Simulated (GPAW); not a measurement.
# Optical response of InP

Aim: the dielectric function of InP, and the optical constants that follow from it. The cell comes from an older database entry, whose edges can differ from later determinations, mostly by under a per cent.

Main program and level: GPAW 26.7.0; DFT, PBE, plane-wave PAW (GPAW data sets), scalar-relativistic, RPA, optical limit.

Most raw output is cut from this account.

The database entry behind the starting cell differs from later determinations by our own check (0.1 to 0.3 % short, probably kX units), so it need not match the best structure at ambient conditions.

### Step 1. Set-up

It takes space group F-43m (No. 216, cubic). Conventional cell: a = 5.861 Å, b = 5.861 Å, c = 5.861 Å, α = 90.00°, β = 90.00°, γ = 90.00°. Nearest to In lie 4 P at 2.54 Å. Nearest to P lie 4 In at 2.54 Å. Farther neighbours are not listed.

As a file:

```cif
data_structure
_symmetry_space_group_name_H-M 'F-43m'
_symmetry_Int_Tables_number 216
_cell_length_a 5.8610
_cell_length_b 5.8610
_cell_length_c 5.8610
_cell_angle_alpha 90.000
_cell_angle_beta 90.000
_cell_angle_gamma 90.000
_cell_volume 201.33
loop_
_atom_site_label
_atom_site_type_symbol
_atom_site_symmetry_multiplicity
_atom_site_Wyckoff_symbol
_atom_site_fract_x
_atom_site_fract_y
_atom_site_fract_z
_atom_site_occupancy
In1 In 4 a 0.00000 0.00000 0.00000 1
P1 P 4 c 0.25000 0.25000 0.25000 1
```

### Step 2. Ground state

The self-consistent density comes first; it also tells whether there is a gap, which decides the occupations and the need for a Drude term.

This step: DFT, PBE, plane-wave PAW (GPAW data sets), scalar-relativistic, ground state (GPAW 26.7.0).

gs.py reads:

```python
from ase import Atoms
from ase.dft.bandgap import bandgap
from gpaw import GPAW, PW, FermiDirac

atoms = Atoms(['In', 'P'],
              cell=[[0.000000000000, 2.930500000000, 2.930500000000],
                    [2.930500000000, 0.000000000000, 2.930500000000],
                    [2.930500000000, 2.930500000000, 0.000000000000]],
              scaled_positions=[[0.000000000000, 0.000000000000, 0.000000000000],
                                [0.750000000000, 0.750000000000, 0.750000000000]],
              pbc=[True, True, True])
atoms.calc = GPAW(mode=PW(500), xc='PBE', kpts={'size': (8, 8, 8), 'gamma': True},
                  occupations=FermiDirac(0.05), maxiter=150, txt='gs.txt')
print('energy (eV)', atoms.get_potential_energy())
print('Fermi level (eV)', atoms.calc.get_fermi_level())
print('valence electrons', atoms.calc.get_number_of_electrons())
print('gap (eV)', bandgap(atoms.calc, output=None)[0])
print('direct gap (eV)', bandgap(atoms.calc, direct=True, output=None)[0])
atoms.calc.write('gs.gpw')
```

The run is started by

```console
> OMP_NUM_THREADS=1 python gs.py
```

Elapsed: 12 s, on 1 thread of Arm Neoverse V1, shared host; peak memory 0.15 GiB.

Numbers from this step:

```
energy                 : -8.596 eV
Fermi energy           : 5.304 eV
gap on the k-mesh      : 0.7101 eV
direct gap on the mesh : 0.7101 eV
electrons              : 18
```

There is a gap, 0.71 eV on this mesh (points off the mesh can give less), so no carriers' term is needed.

### Step 3. Bands for the response

The response needs many more empty bands than the density does.

This step: DFT, PBE, plane-wave PAW (GPAW data sets), scalar-relativistic, bands at fixed density (GPAW 26.7.0).

nscf.py reads:

```python
from ase.dft.bandgap import bandgap
from gpaw import GPAW, FermiDirac

calc = GPAW('gs.gpw').fixed_density(kpts={'size': (14, 14, 14), 'gamma': True}, nbands=58, convergence={'bands': 52},
                                    occupations=FermiDirac(0.001), txt='nscf.txt')
print('gap (eV)', bandgap(calc, output=None)[0])
print('direct gap (eV)', bandgap(calc, direct=True, output=None)[0])
print('top band over the Fermi level (eV)', min(calc.get_eigenvalues(kpt=k)[51] for k in range(len(calc.get_ibz_k_points()))) - calc.get_fermi_level())
calc.write('full.gpw', mode='all')
```

The run is started by

```console
> OMP_NUM_THREADS=1 python nscf.py
```

It took 3.8 min on 1 thread; peak memory 0.3 GiB.

### Step 4. Dielectric function, RPA

Local fields let the induced charge screen the field inside the cell, which as a rule lowers ε, most along directions where the density is uneven.

This step: DFT, PBE, plane-wave PAW (GPAW data sets), scalar-relativistic, RPA, optical limit (GPAW 26.7.0).

df.py reads:

```python
from gpaw.response.df import DielectricFunction

df = DielectricFunction('full.gpw', frequencies={'type': 'nonlinear', 'domega0': 0.03, 'omega2': 8},
                        ecut=60,
                        eta=0.2,
                        nbands=52,
                        txt='df.txt')
for direction in ['x']:
    df.get_dielectric_function(xc='RPA', direction=direction, filename=f'df_{direction}.csv')
```

The run is started by

```console
> OMP_NUM_THREADS=1 python df.py
```

Run time: 29 s. Hardware: 1 thread; peak memory 0.31 GiB.

This step gave:

* electronic dielectric constant ε∞, mean over x, y and z (by symmetry where fewer were run): 10.59
* centre of weight of the strongest loss peak in the window: 14.46 eV

Some rows of df_x.csv (energy; Re and Im without local fields; Re and Im with them):

```text
0.000000, 11.700325, -0.000000, 10.589751, 0.000000
0.619237, 12.121244, 1.320122, 10.976254, 1.297946
1.279498, 12.496686, 2.334569, 11.218790, 2.243393
1.984998, 13.730095, 3.951819, 12.161877, 3.641028
2.740552, 12.184019, 9.290705, 10.610487, 8.386425
3.551683, 10.012026, 9.816527, 7.856253, 8.425843
4.424758, 0.928500, 17.722590, 1.959182, 14.825437
5.367152, -1.680383, 8.937661, -1.398320, 7.100537
6.387465, -4.649822, 5.613308, -3.371711, 5.524399
7.495775, -3.066602, 3.219367, -2.302649, 3.160077
8.703980, -2.151729, 2.023543, -1.570000, 2.099895
10.026223, -1.562950, 1.229303, -1.142103, 1.413586
11.479449, -0.827532, 0.651906, -0.654770, 0.751590
13.084136, -0.405454, 0.442430, -0.181547, 0.558286
14.865263, 0.038764, 0.226314, 0.106733, 0.332741
16.853625, 0.300731, 0.294445, 0.350796, 0.393576
19.087623, 0.442482, 0.318963, 0.472344, 0.308784
21.615770, 0.524833, 0.151969, 0.520742, 0.216639
24.500258, 0.688644, 0.161989, 0.669786, 0.178360
27.822136, 0.706498, 0.133216, 0.701455, 0.134871
31.689054, 0.769527, 0.101393, 0.763142, 0.101581
```

Sum at mesh points, not converged in k; values under the direct gap are tails of Lorentzian lines. The Im ε, E ∥ x by photon energy; read off at these points:

```
photon energy (eV)  Im ε, E ∥ x
               0.0            0
               2.0         3.71
               4.0         11.5
               4.3         16.1
               6.0         7.46
               8.0         2.58
              10.0         1.43
              12.0        0.622
              14.0        0.387
              16.0        0.341
              18.0        0.328
              20.0        0.291
              22.0        0.200
              24.0        0.168
              26.0        0.184
              28.0        0.132
              30.0        0.133
              32.0       0.0998
              34.0       0.0877
              36.0       0.0775
```

Sum at mesh points, not converged in k. Table of reflectivity at normal incidence, E ∥ x by photon energy; read off at these points:

```
photon energy (eV)  reflectivity at normal incidence, E ∥ x (%)
               0.0                                         28.1
               1.0                                         28.4
               2.0                                         32.1
               3.0                                         35.1
               4.0                                         39.0
               4.8                                         50.4
               5.0                                         48.2
               6.0                                         47.3
               6.4                                         49.9
               7.0                                         46.0
               8.0                                         46.1
               9.0                                         45.1
               9.2                                         47.0
              10.0                                         41.3
              11.0                                         44.7
              12.0                                         39.6
              13.0                                         27.4
              14.0                                         25.3
              15.0                                         15.7
              16.0                                         7.37
              17.0                                         7.04
              18.0                                         5.32
              19.0                                         4.29
              20.0                                         4.29
              21.0                                         3.08
              22.0                                         2.49
              23.0                                         1.82
              24.0                                         1.45
              25.0                                         1.29
              26.0                                         1.23
              27.0                                         1.18
              28.0                                        0.884
              29.0                                        0.737
              30.0                                        0.663
              31.0                                        0.643
              32.0                                        0.518
              33.0                                        0.401
              34.0                                        0.396
              35.0                                        0.346
              36.0                                        0.307
```

Sum at mesh points, not converged in k; values under the direct gap are tails of Lorentzian lines. Table of loss function −Im 1/ε at q → 0, E ∥ x by energy loss; read off at these points:

```
energy loss (eV)  loss function −Im 1/ε at q → 0, E ∥ x
             0.0                                      0
             2.0                                 0.0227
             4.0                                 0.0514
             6.0                                  0.117
             8.0                                  0.239
            10.0                                  0.430
            12.0                                  0.988
            14.0                                   2.55
            14.9                                   2.72
            16.0                                   1.49
            18.0                                   1.17
            20.0                                  0.982
            22.0                                  0.579
            24.0                                  0.381
            26.0                                  0.375
            28.0                                  0.255
            30.0                                  0.231
            32.0                                  0.167
            34.0                                  0.138
            36.0                                  0.116
```

Sum at mesh points, not converged in k; values under the direct gap are tails of Lorentzian lines. Im ε, E ∥ x against photon energy; read off at these points:

```
photon energy (eV)  without local fields  with local fields
               0.0                     0                  0
               1.0                  1.25               1.20
               2.0                  4.03               3.71
               3.0                  9.97               9.07
               4.0                  15.3               11.5
               4.2                  19.8               15.4
               4.3                  19.8               16.1
               5.0                  11.0               9.66
               5.7                  10.4               8.28
               6.0                  8.13               7.46
               7.0                  4.21               4.03
               8.0                  2.54               2.58
               9.0                  1.73               1.94
              10.0                  1.25               1.43
              11.0                 0.731              0.877
              12.0                 0.556              0.622
              13.0                 0.466              0.563
              14.0                 0.274              0.387
              15.0                 0.218              0.313
              16.0                 0.258              0.341
              17.0                 0.278              0.377
              18.0                 0.257              0.328
              19.0                 0.318              0.307
              20.0                 0.246              0.291
              21.0                 0.189              0.241
              22.0                 0.157              0.200
              23.0                 0.162              0.185
              24.0                 0.137              0.168
              25.0                 0.178              0.185
              26.0                 0.177              0.184
              27.0                 0.158              0.164
              28.0                 0.132              0.132
              29.0                 0.134              0.130
              30.0                 0.132              0.133
              31.0                 0.101              0.107
              32.0                 0.102             0.0998
              33.0                 0.103             0.0904
              34.0                0.0943             0.0877
              35.0                 0.105             0.0951
              36.0                0.0853             0.0775
```

At chosen wavelengths:

```
wavelength (nm)     n      k  R (%)     1/α
            532  3.63  0.931   34.9   45 nm
            450  3.47  1.224   35.4   29 nm
            405  3.21  1.395   34.7   23 nm
            365  3.10  1.349   33.4   22 nm
            308  3.52  1.701   39.7   14 nm
            248  1.92  2.512   48.2  7.9 nm
            193  1.22  2.188   49.8  7.0 nm
```

Below the direct gap, k and the depth come from the tails of the Lorentzian lines, not from transitions.

Rows near the edge hang on the gap, which this functional as a rule makes too small, and phonon-assisted absorption is left out.

### Step 5. Results

```json
{
  "electronic dielectric constant ε∞, mean over x, y and z (by symmetry where fewer were run) (RPA)": "10.6",
  "centre of weight of the strongest loss peak in the window, first axis": "14.5 eV"
}
```

**Reading.** At this level (PBE, RPA) InP has ε∞ = 10.6 and n = 3.22 at 1550 nm. On the mesh the gap is 0.71 eV and the least direct gap 0.71 eV. Local fields change the static value along x from 11.70 to 10.59 (-9 %). Excitons and phonon-assisted transitions are missing; PBE gaps are as a rule too small, which pulls the onset down and ε∞ up. Spin-orbit coupling is left out although heavy atoms are present. The sum runs over mesh points 0.13 Å⁻¹ apart with no interpolation, so peaks are partly noise of the mesh; over so small a direct gap single mesh points weigh heavily, so ε∞, n and their changes from run to run can be far off.

[Machine, clock and banner lines and Python warnings are left out of the logs.]

[Logs are printed without paths, hosts, clocks, repeated set-up lines and the standing remarks that a program may print on its own settings, such as how far it seeks lower states.]

[Hosts, paths, dates, database ids (printed as entryN), source tags and the programs' standing remarks are cut or masked in the printed files.]
